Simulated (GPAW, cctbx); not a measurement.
# By hand: from a DFT structure factor to an extinction distance in SiPt5W

SiPt5W, P4/mmm (no. 123), a = 3.9675 Å, b = 3.9675 Å, c = 6.9820 Å, α = 90.00°, β = 90.00°, γ = 90.00°.

| atom | mult. | x | y | z |
| --- | --- | --- | --- | --- |
| Pt1 | 1 | 0 | 0 | 0 |
| Pt2 | 4 | 1/2 | 0 | 0.7148 |
| W1 | 1 | 1/2 | 1/2 | 0 |
| Si1 | 1 | 0 | 0 | 1/2 |

The start was made by putting kin elements into a known structure type; the compound need not exist, or be stable, in this form.

A DFT run (GPAW, PBE, 450 eV, 6×6×4 k-points (along the axes of the calculation cell), Fermi–Dirac width 0.1 eV) gives the static X-ray structure factor of 101 as 6.854 e for the conventional cell; superposed free atoms give 6.736 e. **Problem.** Find the Fourier component V of the crystal potential and the two-beam extinction distance at 200 kV in both cases.

**1. Geometry**

The cell volume is Ω = 109.91 Å³ and d(101) = 3.4495 Å, so g = 1/d = 0.2899 Å⁻¹.

**2. The nuclei**

Electrons feel nuclei as well as electrons, so the nuclear charges are summed with the same phases.

Phase sums Σ exp(2πi h·x), turned so that the total is real and positive: Pt -1.000, W +1.000, Si +1.000. Then F_Z = 78 × (-1.000) + 74 × (+1.000) + 14 × (+1.000) = 10.00 e. The electron term has the same sign for this reflection.

**3. Mott–Bethe**

Poisson's equation, term by term, gives V = (e/4πε₀)(F_Z − F)/(πΩg²), with e/4πε₀ = 14.3996 V Å.

The prefactor is 14.3996 × 3.4495²/(π × 109.91) = 0.49624 V per electron. Free atoms: (10.00 − 6.736) × 0.49624 = 1.620 V. Crystal: (10.00 − 6.854) × 0.49624 = 1.561 V. F changes by +1.75 % and V by -3.6 %: the same 0.12 e is measured against F_Z − F = 3.3 e in place of F = 6.7 e.

**4. Extinction distance**

In the two-beam case ξ = 1/(λU) with U = 2γm₀eV/h², that is ξ = 150.41 V Å²/(γλV).

At 200 kV, λ = 0.02508 Å and γ = 1.3914. Free atoms: ξ = 2661 Å. Crystal: ξ = 2761 Å. The thickness fringes go as sin²(πt/ξ), so the two patterns slip by a quarter of a period when t|1/ξ₁ − 1/ξ₀| = 1/4, at t ≈ 1840 nm, thicker than usual samples. Thermal motion, absorption and many-beam coupling, left out here, change a real pattern.

**5. Answer**

V(101) is 1.56 V against 1.62 V, and ξ is 2761 against 2661 Å. Limits: static atoms, two beams.
